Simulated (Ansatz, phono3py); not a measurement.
**NaI (Fm-3m): solver, mesh and scattering choices in phono3py**

Aim: with force constants in hand, see how mesh, solver, isotopes and boundaries change the conductivity of NaI.

Measurements to reproduce:
- thermal conductivity 1.8 W/m/K near room temperature (given in “Combining the AFLOW GIBBS and Elastic Libraries to efficiently and robustly screen thermo-mechanical properties of solids”, 2017, arXiv:1611.05714)
- thermal conductivity 1.8 W/m/K near room temperature (given in “Predicting the lattice thermal conductivity of solids by solving the Boltzmann transport equation: AFLOW - AAPL an automated, accurate and efficient framework”, 2017, arXiv:1611.05481)

Method: DFT LDA, scalar-relativistic, plane waves, PAW; phono3py on Ansatz's force constants, in phono3py 4.10.0.

## Step 1: Set-up

Symmetry: Fm-3m, No. 225, cubic system. The conventional cell has a = 6.261 Å, b = 6.261 Å, c = 6.261 Å, α = 90.00°, β = 90.00°, γ = 90.00°. Nearest to Na lie 6 I at 3.13 Å. Nearest to I lie 6 Na at 3.13 Å. Farther neighbours and most contacts between anions are not listed.

Structure file:

```cif
data_structure
_symmetry_space_group_name_H-M 'P 1'
_symmetry_Int_Tables_number 1
_cell_length_a 4.4273
_cell_length_b 4.4273
_cell_length_c 4.4273
_cell_angle_alpha 60.000
_cell_angle_beta 60.000
_cell_angle_gamma 60.000
_cell_volume 61.36
loop_
_atom_site_label
_atom_site_type_symbol
_atom_site_fract_x
_atom_site_fract_y
_atom_site_fract_z
_atom_site_occupancy
Na1 Na 0.00000 0.00000 0.00000 1
I2 I 0.50000 0.50000 0.50000 1
```

## Step 2: Relaxation-time solution

The base run: each mode relaxes on its own with natural isotopes, and rates are split into normal and umklapp parts.

File phono3py.yaml:

```yaml
phono3py:
  version: "4.10.0"
  frequency_unit_conversion_factor: 15.633302
  symmetry_tolerance: 1.00000e-05

physical_unit:
  atomic_mass: "AMU"
  length: "angstrom"

space_group:
  type: "Fm-3m"
  number: 225
  Hall_symbol: "-F 4 2 3"

primitive_matrix:
- [  1.000000000000000,  0.000000000000000,  0.000000000000000 ]
- [  0.000000000000000,  1.000000000000000,  0.000000000000000 ]
- [  0.000000000000000,  0.000000000000000,  1.000000000000000 ]

supercell_matrix:
- [   3,   0,   0 ]
- [   0,   3,   0 ]
- [   0,   0,   3 ]

# [primitive_cell block left out]
unit_cell:
  lattice:
  - [     0.000000000000000,     3.130543232700000,     3.130543232700000 ] # a
  - [     3.130543232700000,     0.000000000000000,     3.130543232700000 ] # b
  - [     3.130543232700000,     3.130543232700000,     0.000000000000000 ] # c
  points:
  - symbol: Na # 1
    coordinates: [  0.000000000000000,  0.000000000000000,  0.000000000000000 ]
    mass: 22.989769
    reduced_to: 1
  - symbol: I # 2
    coordinates: [  0.500000000000000,  0.500000000000000,  0.500000000000000 ]
    mass: 126.904470
    reduced_to: 2

# [supercell block left out]
phonon_supercell_matrix:
- [   6,   0,   0 ]
- [   0,   6,   0 ]
- [   0,   0,   6 ]

# [phonon_primitive_cell block left out]
# [phonon_supercell block left out]
nac:
  born_effective_charge:
  - # 1 (Na)
    - [  1.165172882023849,  0.000000000000000,  0.000000000000000 ]
    - [  0.000000000000000,  1.165172882023849,  0.000000000000000 ]
    - [  0.000000000000000,  0.000000000000000,  1.165172882023849 ]
  - # 2 (I)
    - [ -1.165172882023849,  0.000000000000000,  0.000000000000000 ]
    - [  0.000000000000000, -1.165172882023849,  0.000000000000000 ]
    - [  0.000000000000000,  0.000000000000000, -1.165172882023849 ]
  dielectric_constant:
    - [  3.615323588478362,  0.000000000000000,  0.000000000000000 ]
    - [  0.000000000000000,  3.615323588478362,  0.000000000000000 ]
    - [  0.000000000000000,  0.000000000000000,  3.615323588478362 ]
  unit_conversion_factor: 14.399645
```

Started as:

```sh
$ phono3py phono3py.yaml --mesh 17 17 17 --br --isotope --nu --ts 100 150 200 300 400 500
```

The log of the run:

```text
Rust backend (phonors) using rayon (16 threads).
Running in phono3py.load mode.
Spglib version 2.8.0
----------------------------- General settings -----------------------------
Run mode: conductivity-RTA
HDF5 data compression filter: gzip
Crystal structure was read from "phono3py.yaml".
Supercell (dim): [3 3 3]
Phonon supercell (dim-fc2): [6 6 6]
Primitive matrix:
  [1. 0. 0.]
  [0. 1. 0.]
  [0. 0. 1.]
Spacegroup: Fm-3m (225)
Use -v option to watch primitive cell, unit cell, and supercell structures.
NAC parameters were read from "phono3py.yaml".
fc3 was read from "fc3.hdf5".
fc2 was read from "fc2.hdf5".
----------------------------- Force constants ------------------------------
Max drift of fc3: 0.00000000 (zzz) 0.00000000 (zzz) 0.00000000 (zzz)
Max drift of fc2: -0.00000000 (xx) -0.00000000 (xx)
--------------------------- Calculation settings ---------------------------
Non-analytical term correction (NAC): True
NAC unit conversion factor:  14.39964
BZ integration: Tetrahedron-method
Temperature:  100.0  150.0  200.0  300.0  400.0 ... 500.0
Cutoff frequency: 0.01
Mesh sampling: [ 17 17 17 ]
Generating grid system ... [ 17 17 17 ]
fc3-r2q-transformation over three atoms: True
--------------------------- Phonon calculations ----------------------------
Use NAC by Gonze et al. (no real space sum in current implementation)
  PRB 50, 13035(R) (1994), PRB 55, 10355 (1997)
  G-cutoff distance: 1.05, Number of G-points: 307, Lambda: 0.21
Running harmonic phonon calculations...
-------------------- Lattice thermal conductivity (RTA) --------------------
Running heat capacity calculations...
Running velocity calculations...
Running isotope scattering calculations with tetrahedron method...
======================= Grid point 0 (1/165) =======================
q-point: ( 0.00  0.00  0.00)
Boundary mean free path (millimeter): 1000.000
Mass variance parameters: 0.00e+00 0.00e+00
Number of triplets: 165
Frequency     group velocity (x, y, z)     |gv|
   0.000   (   0.000    0.000    0.000)    0.000
   0.000   (   0.000    0.000    0.000)    0.000
   0.000   (   0.000    0.000    0.000)    0.000
   3.917   (   0.000    0.000    0.000)    0.000
   3.917   (   0.000    0.000    0.000)    0.000
   3.917   (   0.000    0.000    0.000)    0.000
======================= Grid point 1 (2/165) =======================
q-point: ( 0.06  0.00  0.00)
Boundary mean free path (millimeter): 1000.000
Mass variance parameters: 0.00e+00 0.00e+00
Number of triplets: 489
Frequency     group velocity (x, y, z)     |gv|
   0.304   ( -10.682   10.682   10.682)   18.501
   0.304   ( -10.682   10.682   10.682)   18.501
   0.447   ( -15.669   15.669   15.669)   27.139
   3.910   (   0.433   -0.433   -0.433)    0.751
   3.910   (   0.433   -0.433   -0.433)    0.751
   5.406   (   0.081   -0.081   -0.081)    0.141
[162 grid points left out]
======================= Grid point 1322 (165/165) =======================
q-point: ( 0.71  0.47  0.24)
Boundary mean free path (millimeter): 1000.000
Mass variance parameters: 0.00e+00 0.00e+00
Number of triplets: 1305
Frequency     group velocity (x, y, z)     |gv|
   1.486   (  -0.000    5.559    0.466)    5.578
   1.558   (   0.000   -4.915   -4.399)    6.596
   1.997   (  -0.000    2.827   -0.512)    2.872
   4.074   (   0.000   -0.738    6.098)    6.142
   4.151   (  -0.000    1.953    0.243)    1.968
   4.213   (   0.000   -0.737   -6.587)    6.628
=================== End of collection of collisions ===================
----------- Thermal conductivity (W/m-k) with tetrahedron method -----------
#  T(K)        xx         yy         zz         yz         xz         xy
  100.0      13.851     13.851     13.851     -0.000     -0.000      0.000
  150.0       8.505      8.505      8.505     -0.000     -0.000      0.000
  200.0       6.192      6.192      6.192     -0.000     -0.000      0.000
  300.0       4.041      4.041      4.041     -0.000     -0.000      0.000
  400.0       3.008      3.008      3.008     -0.000     -0.000      0.000
  500.0       2.398      2.398      2.398     -0.000     -0.000      0.000

Thermal conductivity related properties were written into
"kappa-m171717.hdf5".
Summary of calculation was written in "phono3py.yaml".
```

Wall time 7.9 s (16 threads of Intel Xeon 6975P-C (Granite Rapids), shared host); peak memory 0.21 GiB.

Numbers from this step:

```yaml
kappa_at_300_k: 4.041 W/m/K
kappa_xx_yy_zz_at_300_k: 4.041, 4.041, 4.041 W/m/K
normal_share_of_three_phonon_scattering_at_300_k: 0.607
```

W/m/K. Kappa, by row:

| T (K) | xx | yy | zz | yz | xz | xy |
| --- | --- | --- | --- | --- | --- | --- |
| 100 | 13.85 | 13.85 | 13.85 | 0 | 0 | 0 |
| 150 | 8.505 | 8.505 | 8.505 | 0 | 0 | 0 |
| 200 | 6.192 | 6.192 | 6.192 | 0 | 0 | 0 |
| 300 | 4.041 | 4.041 | 4.041 | 0 | 0 | 0 |
| 400 | 3.008 | 3.008 | 3.008 | 0 | 0 | 0 |
| 500 | 2.398 | 2.398 | 2.398 | 0 | 0 | 0 |

Lattice thermal conductivity, xx against temperature:

| temperature (K) | lattice thermal conductivity, xx (W/m/K) |
| --- | --- |
| 100 | 13.8 |
| 150 | 8.51 |
| 200 | 6.19 |
| 300 | 4.04 |
| 400 | 3.01 |
| 500 | 2.40 |

Table of mean scattering rate at 300 K by frequency:

| frequency (THz) | normal (1/ps) | umklapp (1/ps) |
| --- | --- | --- |
| 0.11 | - | - |
| 0.34 | 0.0177 | 0.00145 |
| 0.56 | 0.0739 | 0.0154 |
| 0.79 | 0.0795 | 0.0197 |
| 1.02 | 0.0892 | 0.0225 |
| 1.24 | 0.103 | 0.036 |
| 1.47 | 0.0705 | 0.04 |
| 1.69 | 0.046 | 0.0456 |
| 1.92 | 0.066 | 0.0901 |
| 2.15 | 0.161 | 0.165 |
| 2.37 | 0.239 | 0.242 |
| 2.60 | - | - |
| 2.82 | - | - |
| 3.05 | - | - |
| 3.28 | - | - |
| 3.50 | - | - |
| 3.73 | 0.812 | 0.523 |
| 3.95 | 0.599 | 0.301 |
| 4.18 | 0.194 | 0.167 |
| 4.41 | 0.328 | 0.111 |
| 4.63 | 0.806 | 0.21 |
| 4.86 | 1.41 | 0.559 |
| 5.08 | 2.72 | 1.24 |
| 5.31 | 5.5 | 2.44 |

The base value at 300 K is 4.04 W/(m K).

The lattice thermal conductivity, xx is 4.04 W/m/K at 300 K, going as T^-1.0 above 200 K.

## Step 3: Two programs, one set of constants

This step: DFT LDA, scalar-relativistic, plane waves, PAW (Ansatz 0.2.0).

Ansatz's figure includes its coherence part. Comparison, by row:

| T (K) | Ansatz RTA (W/m/K) | phono3py RTA (W/m/K) | difference (%) |
| --- | --- | --- | --- |
| 100 | 13.88 | 13.85 | -0.22 |
| 150 | 8.539 | 8.505 | -0.4 |
| 200 | 6.232 | 6.192 | -0.64 |
| 300 | 4.09 | 4.041 | -1.2 |
| 400 | 3.064 | 3.008 | -1.83 |
| 500 | 2.459 | 2.398 | -2.48 |

## Step 4: Without isotopes, third order supercell 3×3×3, supercell 6×6×6

Leaving out the isotope term shows how much the natural mass disorder scatters.

This step: DFT LDA, scalar-relativistic, plane waves, PAW; phono3py on Ansatz's force constants (phono3py 4.10.0).

phono3py.yaml is that of step 2.

Started as:

```sh
$ phono3py phono3py.yaml --mesh 17 17 17 --br --ts 100 150 200 300 400 500
```

The log of the run:

```text
[banner, memory and clock lines left out]
Rust backend (phonors) using rayon (16 threads).
Running in phono3py.load mode.
Spglib version 2.8.0
----------------------------- General settings -----------------------------
Run mode: conductivity-RTA
HDF5 data compression filter: gzip
Crystal structure was read from "phono3py.yaml".
Supercell (dim): [3 3 3]
Phonon supercell (dim-fc2): [6 6 6]
Primitive matrix:
  [1. 0. 0.]
  [0. 1. 0.]
  [0. 0. 1.]
Spacegroup: Fm-3m (225)
Use -v option to watch primitive cell, unit cell, and supercell structures.
NAC parameters were read from "phono3py.yaml".
fc3 was read from "fc3.hdf5".
fc2 was read from "fc2.hdf5".
----------------------------- Force constants ------------------------------
Max drift of fc3: 0.00000000 (zzz) 0.00000000 (zzz) 0.00000000 (zzz)
Max drift of fc2: -0.00000000 (xx) -0.00000000 (xx)
--------------------------- Calculation settings ---------------------------
Non-analytical term correction (NAC): True
NAC unit conversion factor:  14.39964
BZ integration: Tetrahedron-method
Temperature:  100.0  150.0  200.0  300.0  400.0 ... 500.0
Cutoff frequency: 0.01
Mesh sampling: [ 17 17 17 ]
Generating grid system ... [ 17 17 17 ]
fc3-r2q-transformation over three atoms: True
--------------------------- Phonon calculations ----------------------------
  PRB 50, 13035(R) (1994), PRB 55, 10355 (1997)
  G-cutoff distance: 1.05, Number of G-points: 307, Lambda: 0.21
Running harmonic phonon calculations...
-------------------- Lattice thermal conductivity (RTA) --------------------
Running heat capacity calculations...
Running velocity calculations...
======================= Grid point 0 (1/165) =======================
q-point: ( 0.00  0.00  0.00)
Boundary mean free path (millimeter): 1000.000
Number of triplets: 165
Frequency     group velocity (x, y, z)     |gv|
   0.000   (   0.000    0.000    0.000)    0.000
   0.000   (   0.000    0.000    0.000)    0.000
   0.000   (   0.000    0.000    0.000)    0.000
   3.917   (   0.000    0.000    0.000)    0.000
   3.917   (   0.000    0.000    0.000)    0.000
   3.917   (   0.000    0.000    0.000)    0.000
======================= Grid point 1 (2/165) =======================
q-point: ( 0.06  0.00  0.00)
Boundary mean free path (millimeter): 1000.000
Number of triplets: 489
Frequency     group velocity (x, y, z)     |gv|
   0.304   ( -10.682   10.682   10.682)   18.501
   0.304   ( -10.682   10.682   10.682)   18.501
   0.447   ( -15.669   15.669   15.669)   27.139
   3.910   (   0.433   -0.433   -0.433)    0.751
   3.910   (   0.433   -0.433   -0.433)    0.751
   5.406   (   0.081   -0.081   -0.081)    0.141
[162 grid points left out]
======================= Grid point 1322 (165/165) =======================
q-point: ( 0.71  0.47  0.24)
Boundary mean free path (millimeter): 1000.000
Number of triplets: 1305
Frequency     group velocity (x, y, z)     |gv|
   1.486   (  -0.000    5.559    0.466)    5.578
   1.558   (   0.000   -4.915   -4.399)    6.596
   1.997   (  -0.000    2.827   -0.512)    2.872
   4.074   (   0.000   -0.738    6.098)    6.142
   4.151   (  -0.000    1.953    0.243)    1.968
   4.213   (   0.000   -0.737   -6.587)    6.628
=================== End of collection of collisions ===================
----------- Thermal conductivity (W/m-k) with tetrahedron method -----------
#  T(K)        xx         yy         zz         yz         xz         xy
  100.0      13.851     13.851     13.851     -0.000     -0.000      0.000
  150.0       8.505      8.505      8.505     -0.000     -0.000      0.000
  200.0       6.192      6.192      6.192     -0.000     -0.000      0.000
  300.0       4.041      4.041      4.041     -0.000     -0.000      0.000
  400.0       3.008      3.008      3.008     -0.000     -0.000      0.000
  500.0       2.398      2.398      2.398     -0.000     -0.000      0.000

Thermal conductivity related properties were written into
"kappa-m171717.hdf5".
Summary of calculation was written in "phono3py.yaml".
```

Elapsed: 8.5 s, on 16 threads; peak memory 0.21 GiB.

W/m/K. Kappa, by row:

(Unchanged from step 2.)

Nothing changes, since the natural mass variance of these elements is zero or negligible.

## Step 5: Another q-mesh, third order supercell 3×3×3, supercell 6×6×6

The q-mesh of the transport sums changes, with the same scattering terms.

phono3py.yaml is that of step 4.

Started as:

```sh
$ phono3py phono3py.yaml --mesh 3 3 3 --br --isotope --ts 100 300
```

The log of the run:

```text
[banner, memory and clock lines left out]
Rust backend (phonors) using rayon (16 threads).
Running in phono3py.load mode.
Spglib version 2.8.0
----------------------------- General settings -----------------------------
Run mode: conductivity-RTA
HDF5 data compression filter: gzip
Crystal structure was read from "phono3py.yaml".
Supercell (dim): [3 3 3]
Phonon supercell (dim-fc2): [6 6 6]
Primitive matrix:
  [1. 0. 0.]
  [0. 1. 0.]
  [0. 0. 1.]
Spacegroup: Fm-3m (225)
Use -v option to watch primitive cell, unit cell, and supercell structures.
NAC parameters were read from "phono3py.yaml".
fc3 was read from "fc3.hdf5".
fc2 was read from "fc2.hdf5".
----------------------------- Force constants ------------------------------
Max drift of fc3: 0.00000000 (zzz) 0.00000000 (zzz) 0.00000000 (zzz)
Max drift of fc2: -0.00000000 (xx) -0.00000000 (xx)
--------------------------- Calculation settings ---------------------------
Non-analytical term correction (NAC): True
NAC unit conversion factor:  14.39964
BZ integration: Tetrahedron-method
Temperature:  100.0  300.0
Cutoff frequency: 0.01
Mesh sampling: [ 3 3 3 ]
Generating grid system ... [ 3 3 3 ]
fc3-r2q-transformation over three atoms: True
--------------------------- Phonon calculations ----------------------------
  PRB 50, 13035(R) (1994), PRB 55, 10355 (1997)
  G-cutoff distance: 1.05, Number of G-points: 307, Lambda: 0.21
Running harmonic phonon calculations...
-------------------- Lattice thermal conductivity (RTA) --------------------
Running heat capacity calculations...
Running velocity calculations...
Running isotope scattering calculations with tetrahedron method...
======================= Grid point 0 (1/4) =======================
q-point: ( 0.00  0.00  0.00)
Boundary mean free path (millimeter): 1000.000
Mass variance parameters: 0.00e+00 0.00e+00
Number of triplets: 4
Frequency     group velocity (x, y, z)     |gv|
   0.000   (   0.000    0.000    0.000)    0.000
   0.000   (   0.000    0.000    0.000)    0.000
   0.000   (   0.000    0.000    0.000)    0.000
   3.917   (   0.000    0.000    0.000)    0.000
   3.917   (   0.000    0.000    0.000)    0.000
   3.917   (   0.000    0.000    0.000)    0.000
======================= Grid point 1 (2/4) =======================
q-point: ( 0.33  0.00  0.00)
Boundary mean free path (millimeter): 1000.000
Mass variance parameters: 0.00e+00 0.00e+00
Number of triplets: 6
Frequency     group velocity (x, y, z)     |gv|
   1.453   (  -5.804    5.804    5.804)   10.054
   1.453   (  -5.804    5.804    5.804)   10.054
   2.100   (  -7.971    7.971    7.971)   13.806
   3.802   (   1.253   -1.253   -1.253)    2.169
   3.802   (   1.253   -1.253   -1.253)    2.169
   5.412   (   0.013   -0.013   -0.013)    0.022
======================= Grid point 4 (3/4) =======================
q-point: ( 0.33  0.33  0.00)
Boundary mean free path (millimeter): 1000.000
Mass variance parameters: 0.00e+00 0.00e+00
Number of triplets: 6
Frequency     group velocity (x, y, z)     |gv|
   1.019   (   0.000   -0.000    3.707)    3.707
   1.019   (   0.000   -0.000    3.707)    3.707
   2.229   (  -0.000    0.000   -6.466)    6.466
   4.024   (   0.000   -0.000    1.676)    1.676
   4.024   (   0.000   -0.000    1.676)    1.676
   4.256   (  -0.000    0.000   -4.519)    4.519
======================= Grid point 5 (4/4) =======================
q-point: (-0.33  0.33  0.00)
Boundary mean free path (millimeter): 1000.000
Mass variance parameters: 0.00e+00 0.00e+00
Number of triplets: 8
Frequency     group velocity (x, y, z)     |gv|
   1.545   (   3.223   -3.223    0.000)    4.558
   1.626   (  -4.646    4.646    0.000)    6.570
   2.146   (  -7.441    7.441    0.000)   10.523
   3.828   (   2.854   -2.854    0.000)    4.036
   4.166   (   1.235   -1.235    0.000)    1.747
   4.477   (  -6.181    6.181    0.000)    8.741
=================== End of collection of collisions ===================
----------- Thermal conductivity (W/m-k) with tetrahedron method -----------
#  T(K)        xx         yy         zz         yz         xz         xy
  100.0      32.601     32.601     32.601     -0.000     -0.000      0.000
  300.0       9.745      9.745      9.745     -0.000     -0.000      0.000

Thermal conductivity related properties were written into
"kappa-m333.hdf5".
Summary of calculation was written in "phono3py.yaml".
```

The job ended after 2.5 s (16 threads; peak memory 0.21 GiB; 2.5 s of CPU time).

Numbers from this step:

| Quantity | Value |
| --- | --- |
| κ at 300 K | 9.745 W/m/K |
| κ xx, yy, zz at 300 K | 9.745, 9.745, 9.745 W/m/K |

W/m/K. Kappa, by row:

| T (K) | xx | yy | zz | yz | xz | xy |
| --- | --- | --- | --- | --- | --- | --- |
| 100 | 32.6 | 32.6 | 32.6 | 0 | 0 | 0 |
| 300 | 9.745 | 9.745 | 9.745 | 0 | 0 | 0 |

This mesh is too coarse for the transport sums: κ at 300 K comes out at 9.74 against 4.04 W/(m K) in the base run.

## Step 6: Another q-mesh, third order supercell 3×3×3, supercell 6×6×6 (run 2)

The q-mesh of the transport sums changes, with the same scattering terms.

phono3py.yaml is that of step 5.

Started as:

```sh
$ phono3py phono3py.yaml --mesh 7 7 7 --br --isotope --ts 100 300
```

The log of the run:

```text
[banner, memory and clock lines left out]
Rust backend (phonors) using rayon (16 threads).
Running in phono3py.load mode.
Spglib version 2.8.0
----------------------------- General settings -----------------------------
Run mode: conductivity-RTA
HDF5 data compression filter: gzip
Crystal structure was read from "phono3py.yaml".
Supercell (dim): [3 3 3]
Phonon supercell (dim-fc2): [6 6 6]
Primitive matrix:
  [1. 0. 0.]
  [0. 1. 0.]
  [0. 0. 1.]
Spacegroup: Fm-3m (225)
Use -v option to watch primitive cell, unit cell, and supercell structures.
[...]
Number of triplets: 100
Frequency     group velocity (x, y, z)     |gv|
[...]
4.174   (   0.609   -1.567    0.000)    1.681
   4.299   (  -8.050    1.587    0.000)    8.205
=================== End of collection of collisions ===================
----------- Thermal conductivity (W/m-k) with tetrahedron method -----------
#  T(K)        xx         yy         zz         yz         xz         xy
  100.0      21.179     21.179     21.179     -0.000     -0.000      0.000
  300.0       6.078      6.078      6.078     -0.000     -0.000      0.000

Thermal conductivity related properties were written into
"kappa-m777.hdf5".
Summary of calculation was written in "phono3py.yaml".
```

It took 2.5 s on 16 threads; peak memory 0.21 GiB; 3.1 s of CPU time.

This mesh is too coarse for the transport sums: κ at 300 K comes out at 6.08 against 4.04 W/(m K) in the base run.

(Continued in part 2 of 5.)

[Logs are printed without paths, hosts, clocks, repeated set-up lines and the standing remarks that a program may print on its own settings, such as how far it seeks lower states.]

[Hosts, paths, dates, database ids (printed as entryN), source tags and the programs' standing remarks are cut or masked in the printed files.]

[A step with changed settings may run another functional than the one named; its input shows which.]
